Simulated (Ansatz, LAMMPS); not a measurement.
# Elastic response of glassy 77SiO2-6B2O3-8CaO-8MgO (mol %) (142 atoms), part 2 of 3

Aim: relax glassy 77SiO2-6B2O3-8CaO-8MgO (mol %) (142 atoms), then change its volume and shape to read moduli from the stress.

Ansatz 0.2.0; Kohn-Sham DFT, PBE, PAW (set soft_2), plane waves.

The cell: 37 Si, 6 B, 4 Ca, 4 Mg and 91 O. The quench rate of 10 K/ps far exceeds what a furnace or splat quench reaches. The network of bonds at the start is that of the classical potential that made the cell. Only the Γ point is sampled.

So far. Step 2 (Single point at the start): The r.m.s. force at the start is 1.1 eV/Å. Step 3 (Cell and atoms relaxed): The relaxation converged after 28 steps, with a largest force component of 0.030 eV/Å.

### Step 4. Single point at the relaxed geometry

The electronic structure is read at the final geometry, in a run of its own.

input.yaml reads:

```yaml
crystal:
  lattice:
    - [12.67786, 0.14167, -0.01582]
    - [0.14167, 12.95453, 0.01851]
    - [-0.01582, 0.01851, 12.30661]
  atoms:
    - { symbol: Si, position: [0.11594, 0.18188, 0.49531] }
    - { symbol: Si, position: [0.90699, 0.59018, 0.81814] }
    - { symbol: Si, position: [0.64912, 0.72706, 0.57326] }
    - { symbol: Si, position: [0.93443, 0.53205, 0.48343] }
    - { symbol: Si, position: [0.33779, 0.27904, 0.45721] }
    - { symbol: Si, position: [0.22865, 0.20655, 0.10948] }
    [... 130 atom lines left out ...]
    - { symbol: O, position: [0.29932, 0.29708, 0.16132] }
    - { symbol: O, position: [0.276, 0.77137, 0.03411] }
    - { symbol: O, position: [0.81376, 0.88251, 0.19261] }
    - { symbol: O, position: [0.08153, 0.74486, 0.68345] }
    - { symbol: O, position: [0.9131, 0.26016, 0.04624] }
    - { symbol: O, position: [0.30371, 0.60253, 0.80937] }
kpoints:
  mp_grid: { grid: [1, 1, 1] }
hamiltonian:
  xc: pbe
scf:
  occupations: { method: fixed }
output:
  forces: true
  stress: true
  populations: true
  dos:
    method: { smearing: { sigma: 0.08 } }
    de: 0.1
    projected: { site_lists: { B: [B], Ca: [Ca], Mg: [Mg], O: [O], Si: [Si] } }
  eigenvalues: true
  write_density: true
  write_potential: true
  volumetric_format: npy
  elf: true
```

Launch:

```console
ansatz run input.yaml --threads 4 --pin off --max-ram 8192MiB --backend cpu --events-out ev --progress --plain --runs-dir out
```

Numbers of over 12 decimals in the logs are rounded to 6 here.

Log:

```text
[...]
Crystal: 142 atoms, lattice volume = 2020.930 Å³
Basis set: ecut = 420 eV, 39513 PW (Γ), exchange–correlation on 180×180×180 points (8 copies of the dense FFT grid, shifted against one another)
Bands: 538, of which v1, the nominal top of the filled ones, is band 396 counted from 1 (395 counted from 0)
Symmetry: 1 space group operations
[...]
k-points: 1
[...]
SCF iter   1: F=—  HF=-91216.454216 eV  |F-HF|=—  |Δ(HF+E_count)|=         —  Δρ=2.24e-3  dr2=1.91e-1  ethr=1.77e-3  ⟨swp⟩=5.0  Hψ=2105  notcnv=0  defer=140
[...]
SCF iter  10: F=-91216.425017 eV  HF=-91216.425017 eV  |F-HF|=2.13e-8  |Δ(HF+E_count)|=   2.07e-8  Δρ=1.19e-6  dr2=2.91e-8  ethr=1.26e-11  ⟨swp⟩=24.0  Hψ=5529  notcnv=0
SCF 1 converged in 10 iterations: F = -91216.425017 eV  dr2 = 2.91e-8
[...]
WARN: The input density's exchange-correlation potential varies sharply where the density is thin. Do not read a vacuum level from v_tot or v_xc, or from such a field of the output density. On a cell that repeats whose density bears no net charge and no dipole along the vacuum's axis use v_es (v_loc + v_h of the components); [...]
SCF converged after 10 iterations
Free energy (F): -91216.425017 eV
[...]
Internal energy: -91216.425017 eV  (E = F + TS)
E sigma→0 (E₀):  -91216.425017 eV
Fermi energy:    3.034461 eV
[...]
--- Forces (eV/Å), atoms counted from 1 ---
  atom   1  Si    -0.00488620    -0.00249991    -0.00113643
  atom   2  Si    -0.00346605     0.00104647    -0.00651542
  atom   3  Si     0.00456847     0.00844933     0.00556879
  atom   4  Si    -0.00051896    -0.00009596    -0.00823194
  atom   5  Si     0.00227292    -0.00038086    -0.00218532
  atom   6  Si     0.00420084    -0.00582331     0.00056809
  atom   7  Si     0.00746871     0.00703940     0.01231403
  atom   8  Si    -0.00440942    -0.00146936    -0.00048369
  atom   9  Si     0.00070308     0.00464396     0.00678268
  atom  10  Si     0.00515662     0.00451864    -0.01078722
  atom  11  Si    -0.00028090    -0.00236069     0.00417008
  atom  12  Si     0.00039243     0.00592482     0.00363790
  atom  13  Si     0.00042962    -0.00639194    -0.00081957
  atom  14  Si    -0.00300228     0.00187307    -0.00444140
[...]
atom 141  O      0.00121323     0.00268180    -0.00058228
  atom 142  O      0.00042380    -0.00105671     0.00231320
  max |Σ_I F_I| component: 5.44e-5 eV/Å
--- Stress (GPa, compression-positive) ---
        0.000283       0.005486       0.001173
        0.005486       0.006176      -0.003786
        0.001173      -0.003785      -0.006250
  P = ⅓ Tr σ = 0.0001 GPa (0.001 kbar)
--- Band table (eV) ---
[...]
--- Löwdin populations: 142 sites ---
  site symbol       q [e]
     0     Si      2.2056
     1     Si      2.2525
     2     Si      2.3086
[...]
141      O      6.6315
  spilling = 0.012843 (of n_electrons = 792.000000)
```

Run time: 27 s. Hardware: 4 threads of Intel Xeon 6975P-C (Granite Rapids), shared host; peak memory 3.1 GiB; 96 s of CPU time.

The program notes that the exchange-correlation potential is rough where the density is thin.

Numbers from this run:

| Quantity | Value |
| --- | --- |
| free energy | -91216.4250 eV |
| free energy per atom | -642.3692 eV/atom |
| SCF cycles | 10 |
| pressure | 6.98e-5 GPa |
| r.m.s. force component | 0.00403 eV/Å |
| longest force | 0.03244 eV/Å |
| Fermi energy | 3.034 eV |
| gap (highest filled to lowest empty level) | 3.784 eV |
| spilling of the projection | 0.01284 |

### Step 5. Volume -3 %

The relaxed cell is scaled evenly and the atoms are relaxed again; the stress at the end gives one point of P(V).

input.yaml, the sections that differ from step 4:

```yaml
crystal:
  lattice:
    - [12.54979, 0.14024, -0.01566]
    - [0.14024, 12.82367, 0.01832]
    - [-0.01566, 0.01832, 12.18229]
  atoms:
    [... the 142 atom lines of step 4 ...]
output:
  forces: true
  eigenvalues: true
  stress: true
relax:
  f_tol: 0.05
  max_steps: 70
# kpoints, hamiltonian, scf: as in step 4
```

Log:

```text
Warning: output.stress: scf.convergence.dr2_threshold = 1e-7 eV (the SCF's general default) is looser than the 1.08e-8 eV advised for a printed stress (1e-10 eV for each atom of the cell: 142, of which 108 are counted). What an SCF threshold leaves in a stress goes as its square root, and in the free energy as the threshold itself, and one threshold admits the most on a small cell: [...]
[...]
Crystal: 142 atoms, lattice volume = 1960.302 Å³
Basis set: ecut = 420 eV, 38307 PW (Γ), exchange–correlation on 180×180×180 points (8 copies of the dense FFT grid, shifted against one another)
Bands: 538, of which v1, the nominal top of the filled ones, is band 396 counted from 1 (395 counted from 0)
Symmetry: 1 space group operations
[...]
k-points: 1
[...]
SCF iter   1: F=—  HF=-91215.531751 eV  |F-HF|=—  |Δ(HF+E_count)|=         —  Δρ=2.26e-3  dr2=1.82e-1  ethr=1.77e-3  ⟨swp⟩=5.0  Hψ=2106  notcnv=0  defer=140
[...]
SCF iter   6: F=-91215.508166 eV  HF=-91215.508172 eV  |F-HF|=6.23e-6  |Δ(HF+E_count)|=   3.24e-5  Δρ=3.78e-5  dr2=2.66e-5  ethr=7.89e-9  ⟨swp⟩=18.0  Hψ=4415  notcnv=0
SCF 1 converged in 6 iterations: F = -91215.508166 eV  dr2 = 2.66e-5
[...]
relax step   1: F+E_penalty+E_count = -91215.50816627 eV  Δ(F+E_penalty+E_count) = +0.000e0 eV  max|allowed force component| = 6.601e-1 eV/Å  Δτ_max = 0.0000 Å  (6 SCF iters, dr2 threshold 6.25e-5 eV, accepted)
[...]
relax step   2: F+E_penalty+E_count = -91215.83903052 eV  Δ(F+E_penalty+E_count) = -3.309e-1 eV  max|allowed force component| = 3.736e-1 eV/Å  Δτ_max = 0.0450 Å  (6 SCF iters, dr2 threshold 2.72e-5 eV, accepted)
[...]
relax step   3: F+E_penalty+E_count = -91216.05777218 eV  Δ(F+E_penalty+E_count) = -2.187e-1 eV  max|allowed force component| = 2.029e-1 eV/Å  Δτ_max = 0.0532 Å  (7 SCF iters, dr2 threshold 8.72e-6 eV, accepted)
relax step   4: F+E_penalty+E_count = -91215.61162167 eV  Δ(F+E_penalty+E_count) = +4.462e-1 eV  max|allowed force component| = 7.721e-1 eV/Å  Δτ_max = 0.2000 Å  (8 SCF iters, dr2 threshold 1.22e-5 eV, rejected (line search))
relax step   5: F+E_penalty+E_count = -91216.11435585 eV  Δ(F+E_penalty+E_count) = -5.658e-2 eV  max|allowed force component| = 2.661e-1 eV/Å  Δτ_max = 0.0484 Å  (10 SCF iters, accepted)
relax step   6: F+E_penalty+E_count = -91216.12858772 eV  Δ(F+E_penalty+E_count) = -1.423e-2 eV  max|allowed force component| = 1.043e-1 eV/Å  Δτ_max = 0.0307 Å  (5 SCF iters, dr2 threshold 2.09e-5 eV, accepted)
relax step   7: F+E_penalty+E_count = -91216.13673283 eV  Δ(F+E_penalty+E_count) = -8.145e-3 eV  max|allowed force component| = 1.010e-1 eV/Å  Δτ_max = 0.0271 Å  (8 SCF iters, accepted)
relax step   8: F+E_penalty+E_count = -91216.13233475 eV  Δ(F+E_penalty+E_count) = +4.398e-3 eV  max|allowed force component| = 1.340e-1 eV/Å  Δτ_max = 0.0320 Å  (8 SCF iters, rejected (line search))
relax step   9: F+E_penalty+E_count = -91216.14165332 eV  Δ(F+E_penalty+E_count) = -4.920e-3 eV  max|allowed force component| = 5.553e-2 eV/Å  Δτ_max = 0.0158 Å  (8 SCF iters, accepted)
relax step  10: F+E_penalty+E_count = -91216.12455761 eV  Δ(F+E_penalty+E_count) = +1.710e-2 eV  max|allowed force component| = 2.956e-1 eV/Å  Δτ_max = 0.1000 Å  (9 SCF iters, rejected (line search))
[...]
relax step  11: F+E_penalty+E_count = -91216.14618086 eV  Δ(F+E_penalty+E_count) = -4.528e-3 eV  max|allowed force component| = 2.902e-2 eV/Å  Δτ_max = 0.0355 Å  (9 SCF iters, accepted)
SCF converged after 9 iterations
Free energy (F): -91216.146181 eV
[...]
Internal energy: -91216.146181 eV  (E = F + TS)
E sigma→0 (E₀):  -91216.146181 eV
Fermi energy:    3.303590 eV
[...]
--- Forces (eV/Å), atoms counted from 1 ---
  atom   1  Si     0.00548445    -0.00457604     0.00830080
  atom   2  Si    -0.00081469     0.00561455     0.01996684
  atom   3  Si     0.00037654    -0.01502381    -0.01839420
  atom   4  Si     0.01350667    -0.00043131    -0.00190721
  atom   5  Si    -0.01045526     0.00222776    -0.00111455
  atom   6  Si     0.01714032     0.00045062     0.01904887
  atom   7  Si    -0.01880064    -0.01696606    -0.01032810
  atom   8  Si     0.00729668     0.00648328     0.00059041
  atom   9  Si    -0.00450123     0.00317147    -0.01366598
  atom  10  Si     0.00480349     0.00046081    -0.00598806
  atom  11  Si     0.00569894     0.00291181    -0.00058149
  atom  12  Si     0.00294925    -0.00485342    -0.01508261
  atom  13  Si     0.00005068    -0.00450485    -0.01027899
  atom  14  Si    -0.01627497    -0.00038754     0.00158548
[...]
atom 141  O     -0.00556984     0.00544105     0.00224688
  atom 142  O     -0.00272585     0.00108712    -0.00172534
  max |Σ_I F_I| component: 1.93e-5 eV/Å
--- Stress (GPa, compression-positive) ---
        1.651023      -0.096294       0.047965
       -0.096294       1.457542       0.036077
        0.047964       0.036080       1.411918
  P = ⅓ Tr σ = 1.5068 GPa (15.068 kbar)
--- Band table (eV) ---
[...]
--- Relaxed structure (11 steps of the walk, 8 accepted, 0 SCFs on fresh bases) ---
  F+E_penalty+E_count = -91216.14618086 eV   max|allowed force component| = 2.902e-2 eV/Å
  atoms:
    - { symbol: Si, position: [0.114051, 0.182790, 0.492328] }
    - { symbol: Si, position: [0.907941, 0.592168, 0.817139] }
    - { symbol: Si, position: [0.650182, 0.724482, 0.574813] }
    - { symbol: Si, position: [0.937019, 0.533096, 0.485510] }
[...]
- { symbol: O, position: [0.304564, 0.602985, 0.811322] }
```

Elapsed: 3 min, on 4 threads; peak memory 3.1 GiB.

The program notes that the SCF threshold is loose for the stress.

The relaxation converged after 11 steps, 0.638 eV below its start, with a largest force component of 0.029 eV/Å.

Volume -3 %: the energy stands 0.279 eV above that of the reference, at a pressure of 1.51 GPa.

### Step 6. Volume +3 %

The relaxed cell is scaled to another volume.

input.yaml, the sections that differ from step 5:

```yaml
crystal:
  lattice:
    - [12.80339, 0.14307, -0.01598]
    - [0.14307, 13.0828, 0.01869]
    - [-0.01598, 0.01869, 12.42847]
  atoms:
    [... the 142 atom lines of step 4 ...]
# kpoints, hamiltonian, scf, output, relax: as in step 5
```

Log:

```text
[...]
Crystal: 142 atoms, lattice volume = 2081.559 Å³
Basis set: ecut = 420 eV, 40701 PW (Γ), exchange–correlation on 180×180×180 points (8 copies of the dense FFT grid, shifted against one another)
Bands: 538, of which v1, the nominal top of the filled ones, is band 396 counted from 1 (395 counted from 0)
Symmetry: 1 space group operations
[...]
k-points: 1
[...]
SCF iter   1: F=—  HF=-91215.635799 eV  |F-HF|=—  |Δ(HF+E_count)|=         —  Δρ=2.25e-3  dr2=2.02e-1  ethr=1.77e-3  ⟨swp⟩=5.0  Hψ=2106  notcnv=0  defer=140
[...]
SCF iter   5: F=—  HF=-91215.602840 eV  |F-HF|=—  |Δ(HF+E_count)|=   1.23e-4  Δρ=9.80e-5  dr2=1.49e-4  ethr=9.64e-8  ⟨swp⟩=2.0  Hψ=687  notcnv=0  defer=140
SCF iter   6: F=-91215.602840 eV  HF=-91215.602839 eV  |F-HF|=9.86e-7  |Δ(HF+E_count)|=   1.51e-6  Δρ=2.36e-5  dr2=8.09e-6  ethr=7.89e-9  ⟨swp⟩=19.0  Hψ=4559  notcnv=0
SCF 1 converged in 6 iterations: F = -91215.602840 eV  dr2 = 8.09e-6
[...]
relax step   1: F+E_penalty+E_count = -91215.60283985 eV  Δ(F+E_penalty+E_count) = +0.000e0 eV  max|allowed force component| = 5.862e-1 eV/Å  Δτ_max = 0.0000 Å  (6 SCF iters, dr2 threshold 6.25e-5 eV, accepted)
[...]
relax step   2: F+E_penalty+E_count = -91215.90659838 eV  Δ(F+E_penalty+E_count) = -3.038e-1 eV  max|allowed force component| = 3.223e-1 eV/Å  Δτ_max = 0.0496 Å  (6 SCF iters, dr2 threshold 2.15e-5 eV, accepted)
[...]
relax step   3: F+E_penalty+E_count = -91216.09091575 eV  Δ(F+E_penalty+E_count) = -1.843e-1 eV  max|allowed force component| = 1.606e-1 eV/Å  Δτ_max = 0.0478 Å  (7 SCF iters, dr2 threshold 6.49e-6 eV, accepted)
relax step   4: F+E_penalty+E_count = -91216.11132108 eV  Δ(F+E_penalty+E_count) = -2.041e-2 eV  max|allowed force component| = 1.979e-1 eV/Å  Δτ_max = 0.0298 Å  (6 SCF iters, dr2 threshold 6.40e-6 eV, accepted)
relax step   5: F+E_penalty+E_count = -91216.09252368 eV  Δ(F+E_penalty+E_count) = +1.880e-2 eV  max|allowed force component| = 2.873e-1 eV/Å  Δτ_max = 0.0899 Å  (7 SCF iters, dr2 threshold 9.72e-6 eV, rejected (line search))
relax step   6: F+E_penalty+E_count = -91216.14614588 eV  Δ(F+E_penalty+E_count) = -3.482e-2 eV  max|allowed force component| = 9.339e-2 eV/Å  Δτ_max = 0.0438 Å  (9 SCF iters, accepted)
relax step   7: F+E_penalty+E_count = -91216.05665267 eV  Δ(F+E_penalty+E_count) = +8.949e-2 eV  max|allowed force component| = 7.265e-1 eV/Å  Δτ_max = 0.0998 Å  (9 SCF iters, rejected (line search))
relax step   8: F+E_penalty+E_count = -91216.15539343 eV  Δ(F+E_penalty+E_count) = -9.248e-3 eV  max|allowed force component| = 1.088e-1 eV/Å  Δτ_max = 0.0320 Å  (9 SCF iters, accepted)
relax step   9: F+E_penalty+E_count = -91216.14052576 eV  Δ(F+E_penalty+E_count) = +1.487e-2 eV  max|allowed force component| = 1.168e-1 eV/Å  Δτ_max = 0.0500 Å  (7 SCF iters, dr2 threshold 2.63e-6 eV, rejected (line search))
relax step  10: F+E_penalty+E_count = -91216.15821626 eV  Δ(F+E_penalty+E_count) = -2.823e-3 eV  max|allowed force component| = 1.092e-1 eV/Å  Δτ_max = 0.0225 Å  (8 SCF iters, accepted)
relax step  11: F+E_penalty+E_count = -91216.15827956 eV  Δ(F+E_penalty+E_count) = -6.330e-5 eV  max|allowed force component| = 1.212e-1 eV/Å  Δτ_max = 0.0250 Å  (5 SCF iters, dr2 threshold 1.19e-5 eV, accepted)
relax step  12: F+E_penalty+E_count = -91216.15959333 eV  Δ(F+E_penalty+E_count) = -1.314e-3 eV  max|allowed force component| = 6.265e-2 eV/Å  Δτ_max = 0.0187 Å  (5 SCF iters, dr2 threshold 1.47e-5 eV, accepted)
relax step  13: F+E_penalty+E_count = -91216.15962859 eV  Δ(F+E_penalty+E_count) = -3.526e-5 eV  max|allowed force component| = 5.452e-2 eV/Å  Δτ_max = 0.0056 Å  (6 SCF iters, accepted)
relax step  14: F+E_penalty+E_count = -91216.15973404 eV  Δ(F+E_penalty+E_count) = -1.054e-4 eV  max|allowed force component| = 6.160e-2 eV/Å  Δτ_max = 0.0113 Å  (7 SCF iters, accepted)
relax step  15: F+E_penalty+E_count = -91216.16025823 eV  Δ(F+E_penalty+E_count) = -5.242e-4 eV  max|allowed force component| = 1.140e-2 eV/Å  Δτ_max = 0.0065 Å  (5 SCF iters, dr2 threshold 2.87e-6 eV, accepted)
[...]
relax step  16: F+E_penalty+E_count = -91216.16025834 eV  Δ(F+E_penalty+E_count) = -1.059e-7 eV  max|allowed force component| = 1.140e-2 eV/Å  Δτ_max = 0.0000 Å  (3 SCF iters, accepted)
SCF converged after 3 iterations
Free energy (F): -91216.160258 eV
[...]
Internal energy: -91216.160258 eV  (E = F + TS)
E sigma→0 (E₀):  -91216.160258 eV
Fermi energy:    2.776842 eV
[...]
Σ components = -91216.160258   (vs F -91216.160258, Δ=0.00e0)
--- Forces (eV/Å), atoms counted from 1 ---
  atom   1  Si    -0.00017677    -0.00066169    -0.00001697
  atom   2  Si     0.00194907     0.00043973    -0.00094508
  atom   3  Si    -0.00193506    -0.00249466     0.00118742
  atom   4  Si     0.00116895     0.00036732    -0.00029385
[...]
atom 142  O     -0.00072974    -0.00029145     0.00138191
  max |Σ_I F_I| component: 1.18e-4 eV/Å
--- Stress (GPa, compression-positive) ---
       -1.547356       0.095578      -0.074826
        0.095579      -1.331339      -0.042687
       -0.074826      -0.042687      -1.230341
  P = ⅓ Tr σ = -1.3697 GPa (-13.697 kbar)
--- Band table (eV) ---
[...]
--- Relaxed structure (16 steps of the walk, 13 accepted, 0 SCFs on fresh bases) ---
  F+E_penalty+E_count = -91216.16025834 eV   max|allowed force component| = 1.140e-2 eV/Å
  atoms:
    - { symbol: Si, position: [0.117956, 0.181005, 0.497710] }
    - { symbol: Si, position: [0.905960, 0.588216, 0.819245] }
    - { symbol: Si, position: [0.647854, 0.729824, 0.570821] }
    - { symbol: Si, position: [0.931793, 0.531374, 0.481628] }
[...]
- { symbol: O, position: [0.304419, 0.601890, 0.808437] }
```

The job ended after 4.1 min (4 threads; peak memory 3.2 GiB; 16 min of CPU time).

The relaxation converged after 16 steps, 0.557 eV below its start, with a largest force component of 0.011 eV/Å.

Volume +3 %: the energy stands 0.265 eV above that of the reference, at a pressure of -1.37 GPa.

### Step 7. Volume -6 %

The relaxed cell is scaled to another volume.

Input and log are left out; they have the form of those shown for this kind of step.

It took 3.5 min on 4 threads of Intel Xeon 6975P-C (Granite Rapids), shared host; peak memory 3 GiB; 13 min of CPU time.

The relaxation converged after 15 steps, 2.70 eV below its start, with a largest force component of 0.027 eV/Å.

Volume -6 %: the energy stands 1.15 eV above that of the reference, at a pressure of 3.16 GPa.

### Step 8. Volume +6 %

The relaxed cell is scaled to another volume.

Input and log are left out; they have the form of those shown for this kind of step.

Wall time 3.3 min (4 threads of Intel Xeon 6975P-C (Granite Rapids), shared host); peak memory 3.3 GiB; 12 min of CPU time.

The relaxation converged after 12 steps, 2.12 eV below its start, with a largest force component of 0.040 eV/Å.

Volume +6 %: the energy stands 1.02 eV above that of the reference, at a pressure of -2.59 GPa.

### Step 9. Volume -10 %

The relaxed cell is scaled to another volume.

Input and log are left out; they have the form of those shown for this kind of step.

The job ended after 3.9 min (4 threads of Intel Xeon 6975P-C (Granite Rapids), shared host; peak memory 2.9 GiB).

The relaxation converged after 16 steps, 8.14 eV below its start, with a largest force component of 0.049 eV/Å.

Volume -10 %: the energy stands 3.35 eV above that of the reference, at a pressure of 5.61 GPa.

[end of part 2 of 3]

[Logs are printed without paths, hosts, clocks, repeated set-up lines and the standing remarks that a program may print on its own settings, such as how far it seeks lower states.]

[Hosts, paths, dates, database ids (printed as entryN), source tags and the programs' standing remarks are cut or masked in the printed files.]
